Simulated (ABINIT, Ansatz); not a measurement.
# Tellurium (P3_121, 3 atoms a cell): G0W0 on several meshes in ABINIT, part 2 of 2

Wanted: mesh dependence and cost of G0W0 for Tellurium (P3_121, 3 atoms a cell).

ABINIT 10.8.3; PBE and many-body steps on it, plane waves. Known limits of the many-body steps: not at the basis limit; model gap, bands may invert with spin-orbit coupling; screening runs away on this mesh; no spin-orbit coupling; coarse k mesh.

So far. Step 4 (3×3×2): The gap on the mesh goes from 0.19 eV to 0.44 eV, a correction of +0.25 eV. Step 5 (Empty states on the mesh, 3×3×4 mesh, 215 bands): On this mesh the gap is 0.189 eV.

The database entry behind the starting cell differs from later determinations by our own check (inner coordinate of an old entry), so it need not match the best structure at ambient conditions.

### 7. 3×3×4

This step: G0W0 on PBE, plane waves, norm-conserving pseudopotentials.

File run.abi:

```
acell 3*1.0 Angstrom
rprim 
  4.454000000025 -0.000000000006 0.000000000000
  -2.227000000008 3.857277148481 0.000000000000
  0.000000000000 0.000000000000 5.924000000000
ntypat 1
znucl 52
natom 3
typat 1 1 1
xred 
  0.269000000000 0.000000000000 0.333333333333
  0.000000000000 0.269000000000 0.666666666667
  0.731000000000 0.731000000000 -0.000000000000
pp_dirpath "pseudos"
pseudos "Te.upf"
ecut 39
ngkpt 3 3 4
nshiftk 1
shiftk 0 0 0
kptopt 1
chksymbreak 0
istwfk *1
occopt 1
irdwfk 1
optdriver 4
nband 197
gwcalctyp 0
ecutsigx 39
symsigma 1
nkptgw 2
kptgw 
  0.3333333333 0.3333333333 0.5000000000
  0.0000000000 0.0000000000 0.0000000000
bdgw 
  35 39
  34 38
ecuteps 6.5
irdscr 1
ppmodel 1
indata_prefix "in"
outdata_prefix "out"
tmpdata_prefix "tmp"
```

On the command line:

```
$ OMP_NUM_THREADS=1 mpirun -n 4 abinit run.abi > log
```

Numbers of over 12 decimals in the logs are rounded to 6 here.

What it wrote:

```text
.Version 10.8.3 of ABINIT. v10.8.2 released Aug 2026.

 Symmetries : space group P3_1 2 1 (#152); Bravais hP (primitive hexag.)
[... echo of the input left out ...]
== DATASET  1 ==================================================================
-   mpi_nproc: 4, omp_nthreads: 1 (-1 if OMP is not activated)

--- !DatasetInfo
iteration_state: {dtset: 1, }
dimensions: {natom: 3, nkpt: 10, mband: 197, nsppol: 1, nspinor: 1, nspden: 1, mpw: 8029, }
cutoff_energies: {ecut:  39.0, pawecutdg:  -1.0, }
electrons: {nelect:   7.20000000E+01, charge:   0.00000000E+00, occopt:   1.00000000E+00, tsmear:   1.00000000E-02, }

 SIGMA: Calculation of the GW corrections

 Based on a program developped by R.W. Godby, V. Olevano, G. Onida, and L. Reining.
 Incorporated in ABINIT by V. Olevano, G.-M. Rignanese, and M. Torrent.
.Using double precision arithmetic ; gwpc =  8

[... cell and pseudopotentials left out ...]
--------------------------------------------------------------------------------

 ==== K-mesh for the wavefunctions ====
 Number of points in the irreducible wedge :    10
[... list of points left out ...]
 Together with  6 symmetry operations and time-reversal symmetry
 yields    36 points in the full Brillouin Zone.

 ==== Q-mesh for screening function ====
 Number of points in the irreducible wedge :    10
[... list of points left out ...]
 Together with  6 symmetry operations and time-reversal symmetry
 yields    36 points in the full Brillouin Zone.

 vcoul_init : cutoff-mode = AUXILIARY_FUNCTION
 q-points for optical limit:   1
     1)      0.000010    0.000020    0.000030
 setmesh: FFT mesh size selected  =    45x   45x   72
          total number of points  =       145800

 Number of electrons calculated from density =   72.0000; Expected =   72.0000
[...]
number of omega for Sigma on real axis              0
 max omega for Sigma on real axis  [eV]           0.00
 zcut for avoiding poles [eV]                     0.10

 EPSILON^-1 parameters (SCR file):
 dimension of the eps^-1 matrix on file            529
 dimension of the eps^-1 matrix used               529
 number of plane-waves for wavefunctions          8029
 number of bands                                   197
 number of q-points in IBZ                          10
 number of frequencies                               2
 number of real frequencies                          1
 number of imag frequencies                          1

 matrix elements of self-energy operator (all in [eV])

 Perturbative Calculation

--- !SelfEnergy_ee
iteration_state: {dtset: 1, }
kpoint     : [   0.333,    0.333,    0.500, ]
spin       : 1
KS_gap     :    0.189
QP_gap     :    0.423
Delta_QP_KS:    0.234
data: !SigmaeeData |
     Band     E0 <VxcDFT>   SigX SigC(E0)      Z dSigC/dE  Sig(E)    E-E0       E
       35   6.838 -13.337 -13.884   0.421   0.790  -0.265 -13.436  -0.099   6.739
       36   6.838 -13.337 -13.884   0.421   0.790  -0.265 -13.436  -0.099   6.739
       37   7.027 -12.770  -9.727  -2.874   0.793  -0.261 -12.636   0.135   7.162
[...]
--- !SelfEnergy_ee
iteration_state: {dtset: 1, }
kpoint     : [   0.000,    0.000,    0.000, ]
spin       : 1
KS_gap     :    1.864
QP_gap     :    2.246
Delta_QP_KS:    0.381
data: !SigmaeeData |
     Band     E0 <VxcDFT>   SigX SigC(E0)      Z dSigC/dE  Sig(E)    E-E0       E
[...]
37   7.856 -13.094  -9.631  -3.264   0.786  -0.273 -12.937   0.157   8.013
       38   7.856 -13.094  -9.631  -3.264   0.786  -0.273 -12.937   0.157   8.013

== END DATASET(S) ==============================================================
================================================================================

 -outvars: echo values of variables after computation  --------
           etotal      0.0000000000E+00
            nband         197
             nkpt          10
          spgroup         152
 [... the other variables as echoed above ...]

 Calculation completed.
```

It took 1.8 min on 4 MPI ranks of Intel Xeon Platinum 8488C (Sapphire Rapids), shared host; peak memory 2.5 GiB; 7 min of CPU time.

Numbers from this step:

```
G0W0 gap on the points computed              : 0.4230 eV
starting gap on the mesh                     : 0.1888 eV
k of the valence top                         : 0.3333, 0.3333, 0.5
k of the conduction bottom                   : 0.3333, 0.3333, 0.5
Z at the valence top                         : 0.79
Z at the conduction bottom                   : 0.793
least direct G0W0 gap on the computed points : 0.4230 eV
```

Against G0W0 in ABINIT (3×3×2 mesh, 197 bands, screening to 176.9 eV, Godby-Needs plasmon pole), the gap moves by −0.016 eV.

### 8. Side by side

Times are wall times on 4 MPI ranks of Intel Xeon Platinum 8488C (Sapphire Rapids), shared host, good to a factor of about two. A run's time includes the screening step that it read.

| run | mesh | bands | screening cutoff (eV) | DFT gap (eV) | gap on the mesh (eV) | direct (eV) | ε∞ used | time |
| --- | --- | --- | --- | --- | --- | --- | --- | --- |
| 3×3×2 | 3×3×2 | 197 | 176.9 | 0.189 | 0.439 | 0.439 | 1328.57 | 2.9 min |
| 3×3×4 | 3×3×4 | 197 | 176.9 | 0.189 | 0.423 | 0.423 | 737.51 | 16 min |

### 9. Outcome

| Item | Value |
| --- | --- |
| 3×3×2 | 0.439 eV |
| 3×3×4 | 0.423 eV |
| known limits | not at the basis limit; model gap, bands may invert with spin-orbit coupling; screening runs away on this mesh; no spin-orbit coupling; coarse k mesh |

3×3×4: −0.016 eV against 3×3×2. Bands and cutoff are finite, so the gap is not at the basis limit. The miss can reach some tenths of an eV and take either sign; the mesh is an error of its own. In the G0W0 runs levels were corrected at 2 k points alone, so a gap called «on the mesh» is the least over those, and an edge elsewhere would be missed. The 3×3×2 mesh is coarse for this cell, which bears on the long-range parts of exchange and screening. With atoms this heavy and so narrow a gap, spin-orbit coupling can invert the bands. These scalar-relativistic gaps are then model values, not to be set against experiment, and a spin-orbit change taken from DFT can't simply be added. On this mesh the RPA ε∞ passes 90, more than nearly any semiconductor shows; a coarse mesh does this where one point with a narrow direct gap carries much weight. The screening is then too strong, and the G0W0 gap should not be taken as the material's.

[Paths, hosts, dates, memory and timing lines, banners, echoed tables and standing remarks are left out of the program output.]

[Logs are printed without paths, hosts, clocks, repeated set-up lines and the standing remarks that a program may print on its own settings, such as how far it seeks lower states.]

[Runs of the session that timed out or met a known fault of the program may be left out.]

[Hosts, paths, dates, database ids (printed as entryN), source tags and the programs' standing remarks are cut or masked in the printed files.]

[G0W0 gaps are taken among the corrected bands and points alone; a level outside them can change the order at an edge.]

[Where Ansatz stands beside ABINIT at settings called matched, ABINIT's density can come from a denser mesh and the files from another edition; pairs whose starting gaps differed by over 0.03 eV were left out, so agreement reads better than it is.]
